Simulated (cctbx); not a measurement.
**Diagnosing a refinement**

Cell a = 8.2780 Å, b = 8.2780 Å, c = 4.6690 Å, α = 90.00°, β = 90.00°, γ = 90.00°; space group P4/mbm (no. 127).

The data are simulated with cctbx, not measured: Mo Kα, λ = 0.71073 Å, to d = 0.6 Å, 50 % of the full sphere, strongest reflection 20000 counts, noise from counting, a 4 % proportional error and a noise floor of 4 counts (s.d.); no absorption.

An anisotropic refinement with weights 1/σ² prints:

```text
Rint 0.039, 456 unique reflections to 0.60 A
cycle     R1     wR2    GooF  max shift (A)
   1  0.1748  0.4039  13.199   0.00311
   2  0.1055  0.2642   8.633   0.00008
final R1 0.1053 wR2 0.2642 GooF 8.633  parameters 21  data/parameter 21.7
atom        x        y        z      Ueq    occ   su(xyz)  su(Uiso or U11)
Sm1    0.00000  0.00000  0.00000   0.0111  1.000  0.00000  0.0006
Ni1    0.17151  0.32849  0.23588   0.0121  1.000  0.00060  0.0008
Ca1    0.78473  0.94031  0.50000   0.0026  1.000  0.00035  0.0010  NPD
Ni2    0.50000  0.00000  0.50000   0.0237  1.000  0.00000  0.0019
Sc1    0.62827  0.87173  0.00000   0.0182  1.000  0.00056  0.0015
difference map: max 16.86 min -3.71 rms 1.59
Q1    0.0590  0.7969  0.5000    8   17.07  0.10 A from Ca1
Q2    0.0000  0.0000  0.0000    2    7.30  0.00 A from Sm1
Q3    0.1755  0.3245  0.2428    8    5.56  0.06 A from Ni1
Q4    0.0355  0.4645  0.5000    4    4.06  0.42 A from Ni2
Q5    0.0976  0.6520  0.0000    8    3.22  0.32 A from Sc1
Q6    0.0583  0.5583  0.0000    4    3.03  0.82 A from Sc1
```

Q: Accept it or mend it, and why?

Mend it. The fault: wrong element: Ca1 is Ni. Against the right model at the same level, R1 goes from 0.0122 to 0.1053 and GooF from 0.86 to 8.63, U of Ca1 shrinks from 0.0121 to 0.0026 Å², the top difference peak, 17.1 e/Å³, lies on Ca1 and Ca1 goes non-positive-definite. Ca1 has 8 electrons too few and its U shrinks to make up, as expected.

The compound is SmSc2Ni9. The right model at the same level gives:

```text
Rint 0.039, 456 unique reflections to 0.60 A
cycle     R1     wR2    GooF  max shift (A)
   1  0.0513  0.1327   4.335   0.00176
   2  0.0122  0.0263   0.860   0.00000
final R1 0.0122 wR2 0.0263 GooF 0.860  parameters 21  data/parameter 21.7
atom        x        y        z      Ueq    occ   su(xyz)  su(Uiso or U11)
Sm1    0.00000  0.00000  0.00000   0.0108  1.000  0.00000  0.0001
Ni1    0.17182  0.32818  0.23588   0.0106  1.000  0.00006  0.0001
Ni2    0.78503  0.94035  0.50000   0.0121  1.000  0.00003  0.0001
Ni3    0.50000  0.00000  0.50000   0.0234  1.000  0.00000  0.0002
Sc1    0.62824  0.87176  0.00000   0.0175  1.000  0.00005  0.0001
difference map: max 0.76 min -0.77 rms 0.18
Q1    0.0741  0.2799  0.0000    8    0.78  1.42 A from Ni1
Q2    0.0011  0.2036  0.0000    8    0.74  1.69 A from Sm1
Q3    0.1540  0.8084  0.5000    8    0.69  0.80 A from Ni2
Q4    0.0677  0.6972  0.0000    8    0.64  0.76 A from Sc1
Q5    0.2278  0.7278  0.5000    4    0.59  1.47 A from Ni2
Q6    0.0000  0.5000  0.4070    4    0.54  0.43 A from Ni3
```

Isotropic U is held between 0.0001 and 1 Å² by the program, and listed peak heights are interpolated, so they can pass the grid's maximum.

The model is made up (kin elements in a known structure type, no relaxation), so it says nothing on whether the phase exists.

[Middle refinement cycles are left out of these outputs.]

[Logs are printed without paths, hosts, clocks, repeated set-up lines and the standing remarks that a program may print on its own settings, such as how far it seeks lower states.]
